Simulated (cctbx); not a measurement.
# Symmetry from intensities

Cell: a = 8.8290 Å, b = 7.1850 Å, c = 9.0620 Å, α = 90.00°, β = 90.00°, γ = 90.00°. Expected content of the cell: Y12 Fe20.

Simulated single-crystal data (cctbx): Cu Kα, λ = 1.54184 Å, to d = 0.8 Å, 50 % of the full sphere, strongest reflection 5000 counts, noise from counting, a 4 % proportional error and a noise floor of 4 counts (s.d.); no absorption.

A first pass over the reflections prints:

```text
2334 reflections to d = 0.801 A
centring   violations  <I/sigma> of those
    A        393 of  1168      4.0
    B        393 of  1175      4.0
    C          0 of  1179     -0.1
    I        334 of  1165      3.0
    R        548 of  1569      4.0
    F        393 of  1761      2.6
Laue class    unique    Rint  (classes that these axes allow; Friedel mates merged)
C 1 2/m 1         578   0.047
C 2/m 1 1         562   0.050
C m m m           348   0.052
space group    extra absences  I>4sigma  <I/sigma>
C 2 2 21                8          0       0.0  acentric
C 2 2 2                 0          0         -  acentric
C m m 2                 0          0         -  acentric
C m c 21               51          0       0.1  acentric
C 2 m m                 0          0         -  acentric
C m 2 m                 0          0         -  acentric
C 2 c m                51          0       0.1  acentric
C m c m                51          0       0.1  centric
C m m m                 0          0         -  centric
Wilson B = 0.14 A^2   <|E^2-1|> = 0.890 (0.968 centric, 0.736 acentric)   E^2>4: 3.6 %
shell (A)         n   <I/sigma>
 9.06 - 1.60     54     14.8
 1.60 - 1.27     44     12.4
 1.27 - 1.11     43     16.3
 1.11 - 1.01     43     13.7
 1.01 - 0.94     41     10.1
 0.94 - 0.88     42     16.1
 0.88 - 0.84     41     11.6
 0.84 - 0.80     40     10.9
```

Q: Read the symmetry from these tables.

The reflections that C centring forbids are absent (⟨I/σ⟩ near 0), so the lattice is C.

Rint stays low (0.047 to 0.052) up to C m m m, the highest class in these axes.

9 settings pass the absence test. The most absences obeyed, 51, belong to C m c 21, C 2 c m and C m c m, which absences can't tell apart.

⟨|E²−1|⟩ = 0.890 leans to a centrosymmetric structure. The Wilson B of 0.14 Å² means U ≈ 0.0018 Å².

The true group is Cmcm (no. 63), Laue class mmm, centrosymmetric. The tables only narrow the choice to the tied entries; cell content, site symmetry and trial solutions must settle it.

The model is made up (kin elements in a known structure type, no relaxation), so it says nothing on whether the phase exists.

[Logs are printed without paths, hosts, clocks, repeated set-up lines and the standing remarks that a program may print on its own settings, such as how far it seeks lower states.]
